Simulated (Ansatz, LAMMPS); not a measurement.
# Amorphous HfO2 at 8.62 g/cm^3 (84 atoms): relaxation and levels of theory

Which bonds does the relaxation leave, and how do the Kohn-Sham gap, forces and pressure change with k-mesh and functional?

Calculated with Ansatz 0.2.0: Kohn-Sham DFT, PBE, PAW (set soft_2), plane waves; cutoff 420 eV, Γ point, fermi-dirac smearing of 0.025 eV.

**The cell**

Density at the start: 8.62 g/cm³. The cell holds 84 atoms: 28 Hf and 56 O. Cell: a = 10.434 Å, b = 10.434 Å, c = 10.434 Å, α = 90.0°, β = 90.0°, γ = 90.0°. 84 atoms (28 Zr, 56 O) placed at random at 5.04 g/cm³, melted at 5000 K for 10 ps at fixed volume with the Morse and Coulomb pair potential with partial charges (Pedone, Malavasi, Menziani, Cormack and Segre, J. Phys. Chem. B 110, 11780 (2006)). Quenched from 5000 K to 300 K at 50 K/ps and fixed volume, held 5 ps, then minimised at fixed cell. Then Zr was replaced by Hf at the same volume (the potential has no terms for Hf, so the cell is a start for a DFT relaxation).

The atoms were relaxed with PBE. The walk converged after 8 steps, with a largest force component of 0.0127 eV/Å; it began at an r.m.s. force component of 0.50 eV/Å. The energy fell by 27.7 meV an atom.

The input of the reference single point:

```yaml
crystal:
  lattice:
    - [10.4337, 0.0, 0.0]
    - [0.0, 10.4337, 0.0]
    - [0.0, 0.0, 10.4337]
  atoms:
    - { symbol: Hf, position: [0.09859, 0.23385, 0.09546] }
    - { symbol: Hf, position: [0.86285, 0.57347, 0.27599] }
    - { symbol: Hf, position: [0.98982, 0.47582, 0.62231] }
    - { symbol: Hf, position: [0.45141, 0.19322, 0.53175] }
    [... 78 atom lines left out ...]
    - { symbol: O, position: [0.40918, 0.99548, 0.55066] }
    - { symbol: O, position: [0.26425, 0.12672, 0.09661] }
kpoints:
  mp_grid: { grid: [1, 1, 1] }
hamiltonian:
  xc: pbe
scf:
  occupations: { method: fermi_dirac, width: 0.025 }
output:
  forces: true
  stress: true
  populations: true
  dos:
    method: { smearing: { sigma: 0.08 } }
    de: 0.05
    projected: { site_lists: { Hf: [Hf], O: [O] } }
  eigenvalues: true
  write_density: true
  write_potential: true
  volumetric_format: npy
```

**Bonds after relaxation**

Bonds by pair of elements; cutoffs follow the first minimum of g(r), held within bounds set by covalent radii, and pairs that aren't listed don't count as bonded:

```
pair A-B  cutoff (Å)  bonds  mean length (Å)  spread (Å)  shortest (Å)  B about A  A about B
    O-Hf        2.88    170             2.15       0.138          1.89       3.04       6.07
```

How many atoms have how many bonded neighbours:

```
element  mean  2   3  4  5   6  7
     Hf  6.07  0   0  1  2  19  6
      O  3.04  4  46  6  0   0  0
```

**Levels of theory**

Single points at the relaxed geometry:

| functional | k-mesh | Kohn-Sham gap (eV) | pressure (GPa) | r.m.s. force component (eV/Å) | SCF cycles | time |
| --- | --- | --- | --- | --- | --- | --- |
| PBE | 1×1×1 | 3.719 | -3.38 | 0.004 | 11 | 52 s |
| PBE | 2×2×2 | 3.717 | -3.37 | 0.018 | 11 | 8.4 min |
| HSE06 | 1×1×1 | 5.234 | -7.95 | 0.098 | 22 | 13 min |
| r2SCAN | 1×1×1 | 4.184 | -8.12 | 0.064 | 11 | 81 s |
| PBEsol | 1×1×1 | 3.616 | -9.14 | 0.069 | 12 | 46 s |

The gap is that between the highest filled and lowest empty Kohn-Sham level on the run's k-points. Cutoffs: 420 eV for PBE, HSE06 and PBEsol; 500 eV for r2SCAN. Times come from shared hosts and are rough.

**Findings**

By these cutoffs 68 % of Hf atoms have 6 and 82 % of O atoms have 3 neighbours. The Kohn-Sham gap is 3.72 eV with PBE on the 1×1×1 mesh and 3.72 eV on 2×2×2. On the 1×1×1 mesh HSE06 changes the gap by +1.51 eV against PBE. Carrying that shift over to the 2×2×2 mesh gives 3.72 + 1.51 = 5.23 eV, an estimate that takes the shift to be alike at all k-points. On the reference's mesh the gap changes with r2SCAN by +0.46 eV and PBEsol by -0.10 eV. Against the reference the pressure changes with HSE06 by -4.6 GPa, r2SCAN by -4.7 GPa and PBEsol by -5.8 GPa; a negative change means a smaller volume than PBE would take. The denser mesh moves the energy by -1.7 meV/atom and the pressure by +0.01 GPa.

Limits: All single points share the geometry relaxed with PBE. The density was set when the cell was made, as one point of a scan, and needn't be that of the real material. One sample; tail or defect levels can set the gap of a disordered cell. The quench rate of 50 K/ps is many orders above laboratory rates, so the cell is likely richer in defects and strain than a real sample. The network of bonds at the start is that of the classical potential that made the cell, and needn't be the one that DFT or experiment would give. Spin–orbit coupling is left out, which matters for the levels of the heavy elements. In some runs the program notes that it cut back its work space to fit the memory limit, the exchange threshold is loose for the stress and the SCF threshold is loose for the stress.

[Logs are printed without paths, hosts, clocks, repeated set-up lines and the standing remarks that a program may print on its own settings, such as how far it seeks lower states.]

[Hosts, paths, dates, database ids (printed as entryN), source tags and the programs' standing remarks are cut or masked in the printed files.]
